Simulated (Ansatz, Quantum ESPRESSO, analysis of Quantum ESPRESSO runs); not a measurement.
# Monovacancy in Cd: vacancy formation, QE: PBE (Quantum ESPRESSO), part 2 of 2

Aim: the vacancy formation of the monovacancy in Cd, to be set beside the measurement. Set-up: QE: PBE, GBRV 1.5 PBE, 36-site cell, PBE lattice, k: 4x4x3, start relaxed with Ansatz. The model is a cell of 36 host atoms with 1 Cd taken out. The formation energy is the energy of the cell with the vacancy less that of the same number of atoms in the perfect cell. Other potentials or another program check that the number doesn't hang on one set of files.

Quantum ESPRESSO 7.5; QE: PBE, GBRV 1.5 PBE, 36-site cell, PBE lattice, k: 4x4x3, start relaxed with Ansatz.

So far: The structure; Relaxation, charge 0.

**3. Defect-free supercell**

The perfect cell is run with the same cutoff and k-points as the defect cell, so that sampling errors largely cancel in the difference.

This step: Quantum ESPRESSO plane-wave DFT, PBE, GBRV 1.5 PBE potentials; single point of a defect-free cell.

System of this step: Symmetry: P6_3/mmc, No. 194, hexagonal system. Conventional cell: a = 3.011 Å, b = 3.011 Å, c = 5.855 Å, α = 90.00°, β = 90.00°, γ = 120.00°. Cd has 6 Cd at 3.01 Å nearest.

Contents of pw.in:

```
&CONTROL
  calculation = 'scf'
  prefix = 'pwscf'
  outdir = './tmp'
  pseudo_dir = './pseudo'
  tprnfor = .true.
  disk_io = 'low'
/
&SYSTEM
  ibrav = 0
  nat = 36
  ntyp = 1
  ecutwfc = 45
  ecutrho = 360
  nbnd = 280
  occupations = 'smearing'
  smearing = 'mv'
  degauss = 0.00734986
/
&ELECTRONS
  conv_thr = 4d-08
  electron_maxstep = 100
  mixing_beta = 0.5
/
ATOMIC_SPECIES
Cd   112.4140 cd_pbe_v1.uspp.F.UPF
CELL_PARAMETERS angstrom
   9.0319442416    0.0000000000    0.0000000000
  -4.5159721208    7.8218931749    0.0000000000
   0.0000000000    0.0000000000   11.7101876013
ATOMIC_POSITIONS crystal
Cd     0.1111111100    0.2222222233    0.1250000000
Cd     0.2222222233    0.1111111100    0.3750000000
Cd     0.1111111100    0.2222222233    0.6250000000
Cd     0.2222222233    0.1111111100    0.8750000000
Cd     0.1111111100    0.5555555567    0.1250000000
Cd     0.2222222233    0.4444444433    0.3750000000
Cd     0.1111111100    0.5555555567    0.6250000000
Cd     0.2222222233    0.4444444433    0.8750000000
[... 22 atom lines left out ...]
Cd     0.7777777767    0.5555555567    0.6250000000
Cd     0.8888888900    0.4444444433    0.8750000000
Cd     0.7777777767    0.8888888900    0.1250000000
Cd     0.8888888900    0.7777777767    0.3750000000
Cd     0.7777777767    0.8888888900    0.6250000000
Cd     0.8888888900    0.7777777767    0.8750000000
K_POINTS automatic
4 4 3 0 0 0
```

Run with:

```console
$ OMP_NUM_THREADS=1 mpirun -n 8 pw.x -nk 8 -in pw.in > pw.out
```

What it wrote:

```text
[banner, memory and clock lines left out]
          URL

     Found identity + (  0.0000  0.0000 -0.5000) symmetry
     This is a supercell, fractional translations are disabled
     Message from routine setup:
     using ibrav=0 with symmetry is DISCOURAGED, use correct ibrav instead

     G-vector sticks info

     bravais-lattice index     =            0
     lattice parameter (alat)  =      17.0679  a.u.
     unit-cell volume          =    5582.8194 (a.u.)^3
     number of atoms/cell      =           36
     number of atomic types    =            1
     number of electrons       =       432.00
     number of Kohn-Sham states=          280
     kinetic-energy cutoff     =      45.0000  Ry
     charge density cutoff     =     360.0000  Ry
     scf convergence threshold =      4.0E-08
     mixing beta               =       0.5000
     number of iterations used =            8  plain     mixing
     Exchange-correlation= SLA  PW   PBE  PBE
                           (   1   4   3   4   0   0   0)

     celldm(1)=  17.067901  celldm(2)=   0.000000  celldm(3)=   0.000000
     celldm(4)=   0.000000  celldm(5)=   0.000000  celldm(6)=   0.000000

     crystal axes: (cart. coord. in units of alat)
               a(1) = (   1.000000   0.000000   0.000000 )
               a(2) = (  -0.500000   0.866025   0.000000 )
               a(3) = (   0.000000   0.000000   1.296530 )

     reciprocal axes: (cart. coord. in units 2 pi/alat)
               b(1) = (  1.000000  0.577350 -0.000000 )
               b(2) = (  0.000000  1.154701  0.000000 )
               b(3) = (  0.000000 -0.000000  0.771289 )

     PseudoPot. # 1 for Cd read from file:
     cd_pbe_v1.uspp.F.UPF
     Pseudo is Ultrasoft + core correction, Zval = 12.0
     Generated by new atomic code, or converted to UPF format
     Using radial grid of  889 points,  6 beta functions with:
                l(1) =   0
                l(2) =   0
                l(3) =   1
                l(4) =   1
                l(5) =   2
                l(6) =   2
     Q(r) pseudized with  6 coefficients,  rinner =    1.000   1.000   1.000
                                                       1.000   1.000

     atomic species   valence    mass     pseudopotential
     Cd               12.00   112.41400     Cd( 1.00)

     12 Sym. Ops., with inversion, found

   Cartesian axes

     site n.     atom                  positions (alat units)
         1        Cd     tau(   1) = (  -0.0000000   0.1924501   0.1620663  )
         2        Cd     tau(   2) = (   0.1666667   0.0962250   0.4861988  )
         3        Cd     tau(   3) = (  -0.0000000   0.1924501   0.8103313  )
         4        Cd     tau(   4) = (   0.1666667   0.0962250   1.1344638  )
         5        Cd     tau(   5) = (  -0.1666667   0.4811252   0.1620663  )
         6        Cd     tau(   6) = (   0.0000000   0.3849002   0.4861988  )
         7        Cd     tau(   7) = (  -0.1666667   0.4811252   0.8103313  )
         8        Cd     tau(   8) = (   0.0000000   0.3849002   1.1344638  )
         9        Cd     tau(   9) = (  -0.3333333   0.7698004   0.1620663  )
        10        Cd     tau(  10) = (  -0.1666667   0.6735753   0.4861988  )
[...]
32        Cd     tau(  32) = (   0.6666667   0.3849002   1.1344638  )
        33        Cd     tau(  33) = (   0.3333333   0.7698004   0.1620663  )
        34        Cd     tau(  34) = (   0.5000000   0.6735753   0.4861988  )
        35        Cd     tau(  35) = (   0.3333333   0.7698004   0.8103313  )
        36        Cd     tau(  36) = (   0.5000000   0.6735753   1.1344638  )

     number of k points=     9  Marzari-Vanderbilt smearing, width (Ry)=  0.0073
                       cart. coord. in units 2pi/alat
        k(    1) = (   0.0000000   0.0000000   0.0000000), wk =   0.0416667
        k(    2) = (   0.0000000   0.0000000   0.2570965), wk =   0.0833333
        k(    3) = (   0.0000000   0.2886751   0.0000000), wk =   0.2500000
        k(    4) = (   0.0000000   0.2886751   0.2570965), wk =   0.2500000
        k(    5) = (   0.0000000  -0.5773503   0.0000000), wk =   0.1250000
        k(    6) = (   0.0000000  -0.5773503   0.2570965), wk =   0.2500000
        k(    7) = (   0.2500000   0.4330127   0.0000000), wk =   0.2500000
        k(    8) = (   0.2500000   0.4330127   0.2570965), wk =   0.5000000
        k(    9) = (   0.0000000   0.2886751  -0.2570965), wk =   0.2500000

     Dense  grid:   644203 G-vectors     FFT dimensions: ( 108, 108, 135)

     Smooth grid:   227741 G-vectors     FFT dimensions: (  75,  75,  96)

     Initial potential from superposition of free atoms

     starting charge     413.9985, renormalised to     432.0000

     negative rho (up, down):  7.935E-01 0.000E+00
     Starting wfcs are  324 randomized atomic wfcs

     Self-consistent Calculation

     iteration #  1     ecut=    45.00 Ry     beta= 0.50
     Davidson diagonalization with overlap
     ethr =  1.00E-02,  avg # of iterations =  3.3

     negative rho (up, down):  7.523E-01 0.000E+00

     total energy              =   -4128.45266157 Ry
     estimated scf accuracy    <       5.59392604 Ry

     iteration #  2     ecut=    45.00 Ry     beta= 0.50
     Davidson diagonalization with overlap
[...]
estimated scf accuracy    <       0.00388523 Ry

     iteration #  5     ecut=    45.00 Ry     beta= 0.50
     Davidson diagonalization with overlap
     ethr =  8.99E-07,  avg # of iterations =  5.0

     negative rho (up, down):  7.768E-01 0.000E+00

     total energy              =   -4130.09575092 Ry
     estimated scf accuracy    <       0.00116209 Ry

     iteration #  6     ecut=    45.00 Ry     beta= 0.50
     Davidson diagonalization with overlap
     ethr =  2.69E-07,  avg # of iterations =  2.9

     negative rho (up, down):  7.775E-01 0.000E+00

     total energy              =   -4130.09630349 Ry
     estimated scf accuracy    <       0.00025805 Ry

     iteration #  7     ecut=    45.00 Ry     beta= 0.50
     Davidson diagonalization with overlap
     ethr =  5.97E-08,  avg # of iterations =  4.3

     negative rho (up, down):  7.777E-01 0.000E+00

     total energy              =   -4130.09628829 Ry
     estimated scf accuracy    <       0.00015291 Ry

     iteration #  8     ecut=    45.00 Ry     beta= 0.50
     Davidson diagonalization with overlap
     ethr =  3.54E-08,  avg # of iterations =  2.0

     negative rho (up, down):  7.779E-01 0.000E+00

     total energy              =   -4130.09627486 Ry
     estimated scf accuracy    <       0.00004846 Ry

     iteration #  9     ecut=    45.00 Ry     beta= 0.50
     Davidson diagonalization with overlap
     ethr =  1.12E-08,  avg # of iterations =  4.8

     negative rho (up, down):  7.779E-01 0.000E+00

     total energy              =   -4130.09629456 Ry
     estimated scf accuracy    <       0.00000010 Ry

     iteration # 10     ecut=    45.00 Ry     beta= 0.50
     Davidson diagonalization with overlap
     ethr =  2.20E-11,  avg # of iterations = 17.3

     negative rho (up, down):  7.779E-01 0.000E+00

     total energy              =   -4130.09629767 Ry
     estimated scf accuracy    <       0.00000058 Ry

     iteration # 11     ecut=    45.00 Ry     beta= 0.50
     Davidson diagonalization with overlap
     ethr =  2.20E-11,  avg # of iterations =  3.0

     negative rho (up, down):  7.780E-01 0.000E+00

     total energy              =   -4130.09629786 Ry
     estimated scf accuracy    <       0.00000020 Ry

     iteration # 12     ecut=    45.00 Ry     beta= 0.50
     Davidson diagonalization with overlap
     ethr =  2.20E-11,  avg # of iterations =  3.2

     negative rho (up, down):  7.780E-01 0.000E+00

     End of self-consistent calculation

          k = 0.0000 0.0000 0.0000 ( 28571 PWs)   bands (ev):

     1.0700   1.0700   1.0700   1.0700   1.0700   1.0700   1.0765   1.1547
     1.1547   1.1547   1.1547   1.1547   1.1547   1.1547   1.1547   1.1547
     1.1547   1.1547   1.1547   1.1732   1.1732   1.2286   1.2286   1.2286
     1.2286   1.2286   1.2286   1.2695   1.4309   1.4309   1.4713   1.4713
     1.4713   1.4713   1.4713   1.4713   1.4713   1.4713   1.4713   1.4713
     1.4713   1.4713   1.4838   1.4838   1.4838   1.4838   1.4838   1.4838
     1.5274   1.5274   1.5274   1.5274   1.6383   1.6383   1.6476   1.6476
     1.6476   1.6476   1.6641   1.6641   1.6641   1.6641   1.6758   1.6758
     1.7142   1.7142   1.7142   1.7142   1.7159   1.7159   1.7159   1.7159
     1.7711   1.7711   1.7992   1.7992   1.7992   1.7992   1.7992   1.7992
[...]
k = 0.0000 0.0000 0.2571 ( 28493 PWs)   bands (ev):

[...]
k = 0.0000 0.2887 0.0000 ( 28428 PWs)   bands (ev):

[...]
k = 0.0000 0.2887 0.2571 ( 28462 PWs)   bands (ev):

[...]
k = 0.0000-0.5774 0.0000 ( 28486 PWs)   bands (ev):

[...]
k = 0.0000-0.5774 0.2571 ( 28432 PWs)   bands (ev):

[...]
k = 0.2500 0.4330 0.0000 ( 28464 PWs)   bands (ev):

[...]
k = 0.2500 0.4330 0.2571 ( 28441 PWs)   bands (ev):

[...]
k = 0.0000 0.2887-0.2571 ( 28462 PWs)   bands (ev):

[...]
13.7139  13.7139  13.8417  13.8417  14.3351  14.3351  14.3616  14.3616
    14.8696  15.3457  15.3457  15.4813  15.4813  15.5223  15.5223  15.7929
    15.7929  15.7935  15.9118  15.9118  15.9718  15.9718  16.4328  16.5758
    16.5758  16.8652  17.1656  17.4888  17.4888  17.6628  17.6628  17.7711
    17.8252  17.9565  17.9565  18.2812  18.2813  18.3710  18.3711  18.6887

     the Fermi energy is    10.7563 ev

!    total energy              =   -4130.09629791 Ry
     estimated scf accuracy    <          1.6E-10 Ry
     smearing contrib. (-TS)   =       0.00046518 Ry
     internal energy E=F+TS    =   -4130.09676309 Ry

     The total energy is F=E-TS. E is the sum of the following terms:
     one-electron contribution =    -737.43120199 Ry
     hartree contribution      =     796.79545747 Ry
     xc contribution           =   -1416.96664763 Ry
     ewald contribution        =   -2772.49437095 Ry

     convergence has been achieved in  12 iterations

     negative rho (up, down):  7.780E-01 0.000E+00

     Forces acting on atoms (cartesian axes, Ry/au):

     atom    1 type  1   force =     0.00000000    0.00000050   -0.00000332
     atom    2 type  1   force =     0.00000174    0.00000101    0.00000184
     atom    3 type  1   force =     0.00000000    0.00000201   -0.00000184
     atom    4 type  1   force =     0.00000044    0.00000025    0.00000332
     atom    5 type  1   force =    -0.00000182   -0.00000105   -0.00000325
     atom    6 type  1   force =     0.00000000   -0.00000004    0.00000378
     atom    7 type  1   force =     0.00000098    0.00000056   -0.00000204
     atom    8 type  1   force =     0.00000000    0.00000131    0.00000176
     atom    9 type  1   force =     0.00000044   -0.00000025   -0.00000332
     atom   10 type  1   force =    -0.00000004    0.00000002    0.00000378
[...]
atom   32 type  1   force =     0.00000182    0.00000105    0.00000325
     atom   33 type  1   force =    -0.00000044   -0.00000025   -0.00000332
     atom   34 type  1   force =    -0.00000000   -0.00000201    0.00000184
     atom   35 type  1   force =    -0.00000174   -0.00000101   -0.00000184
     atom   36 type  1   force =     0.00000000   -0.00000050    0.00000332

     Total force =     0.000019     Total SCF correction =     0.000050
     SCF correction compared to forces is large: reduce conv_thr to get better values
```

It took 29 min on 8 MPI ranks of Arm Neoverse V1, shared host; peak memory 11 GiB.

**4. What came out**

| Item | Value |
| --- | --- |
| vacancy formation energy at fixed volume, 0 K | 0.30 eV |

**Reading.** Vacancy formation energy: computed 0.30 eV, measured 0.46 eV; 0.16 eV below the measurement. The calculation is for 0 K; measured enthalpies come from near the melting point and hold vibrational and anharmonic parts. Semilocal functionals misjudge the energy of a vacancy's internal surface; LDA and PBEsol usually give larger values than PBE.

[Logs are printed without paths, hosts, clocks, repeated set-up lines and the standing remarks that a program may print on its own settings, such as how far it seeks lower states.]

[Hosts, paths, dates, database ids (printed as entryN), source tags and the programs' standing remarks are cut or masked in the printed files.]

[For some hosts the program warned that the k-mesh of the response run may be too coarse for force constants and the static dielectric constant; such warnings are not shown here.]
